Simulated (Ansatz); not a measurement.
**A faulty run on H-capped Sn nanowire along [110] (24 atoms)**

Program: Ansatz 0.2.0. The cell: 8 Sn and 16 H.

Input file input.yaml:

```yaml
crystal:
  lattice:
    - [13.59679, 0.0, 0.0]
    - [0.0, 12.79242, 0.0]
    - [0.0, 0.0, 18.35366]
  atoms:
    - { symbol: Sn, position: [0.44087, 0.50027, 0.00123] }
    - { symbol: Sn, position: [0.55955, 0.49939, 0.12735] }
    - { symbol: Sn, position: [0.44194, 0.49864, 0.25116] }
    - { symbol: Sn, position: [0.56041, 0.49925, 0.374] }
    - { symbol: Sn, position: [0.43969, 0.49955, 0.49751] }
    - { symbol: Sn, position: [0.55866, 0.49933, 0.62377] }
    - { symbol: Sn, position: [0.44218, 0.50207, 0.75212] }
    - { symbol: Sn, position: [0.55951, 0.50076, 0.87567] }
    - { symbol: H, position: [0.36818, 0.39276, 0.99771] }
    - { symbol: H, position: [0.36982, 0.6103, 0.99948] }
    - { symbol: H, position: [0.63425, 0.60658, 0.12496] }
    - { symbol: H, position: [0.6343, 0.39116, 0.12869] }
    - { symbol: H, position: [0.36692, 0.60719, 0.24907] }
    - { symbol: H, position: [0.36609, 0.38984, 0.24997] }
    - { symbol: H, position: [0.63307, 0.39307, 0.37438] }
    - { symbol: H, position: [0.63092, 0.61011, 0.37539] }
    - { symbol: H, position: [0.36787, 0.39184, 0.50051] }
    - { symbol: H, position: [0.37016, 0.60859, 0.49817] }
    - { symbol: H, position: [0.63263, 0.39285, 0.62656] }
    - { symbol: H, position: [0.63189, 0.60888, 0.62501] }
    - { symbol: H, position: [0.36704, 0.6095, 0.74959] }
    - { symbol: H, position: [0.36811, 0.391, 0.75128] }
    - { symbol: H, position: [0.63276, 0.61119, 0.87585] }
    - { symbol: H, position: [0.63278, 0.39049, 0.87419] }
kpoints:
  mp_grid: { grid: [1, 1, 1] }
hamiltonian:
  xc: pbe
scf:
  occupations: { method: fermi_dirac, width: 0.05 }
  eigensolver: { kind: { support_functions: { accuracy: medium, radius: 4.49 } } }
  mixing: { beta: 0.4 }
  max_iter: 150
output:
  forces: true
  eigenvalues: true
```

The run is started by

```console
> ansatz run input.yaml --threads 8 --pin off --max-ram 15872MiB --backend cpu --events-out ev --progress --plain --runs-dir out
```

What it wrote:

```text
Warning: scf.eigensolver.kind.support_functions: disabling space-group detection — the functions' gradient is summed over unrotated k-points, so no spatial operation reduces the k-mesh or symmetrises the density; time reversal is kept, so that k and −k are solved as one point where they differ and the mesh holds both, and exact exchange and, on two spinor components, a DFT+U term hold to it where the run has them: [...]
settings of this run that can trade accuracy for cost: scf.eigensolver.kind.support_functions [...]
Engine: ansatz 0.2.0, x86_64-unknown-linux-gnu
Pseudopotentials: kind: paw
Pseudopotential: Sn, paw, valence charge 14, recommended cutoff 420 eV (normal), Sn.paw.azcp
Pseudopotential: H, paw, valence charge 1, recommended cutoff 420 eV (normal), H.paw.azcp
[... 5 lines on functional and potentials left out ...]
Error: SCF: the radius of support functions is under 5.02 Å, the least for these sites at the functions' level (scf.eigensolver.kind.support_functions.accuracy). Use scf.eigensolver.kind: auto, or type scf.eigensolver.kind.support_functions.radius at least as long, [...]
```

It took 0.67 s on 8 threads of Intel Xeon Platinum 8488C (Sapphire Rapids), shared host; peak memory 0.46 GiB.

**Question.** What is wrong with this input, and how is it mended?

A radius under the least that the level allows: support_functions.radius = 4.49.

The fix is to use a longer radius.

The run ended with an error.

[Logs are printed without paths, hosts, clocks, repeated set-up lines and the standing remarks that a program may print on its own settings, such as how far it seeks lower states.]

[Hosts, paths, dates, database ids (printed as entryN), source tags and the programs' standing remarks are cut or masked in the printed files.]
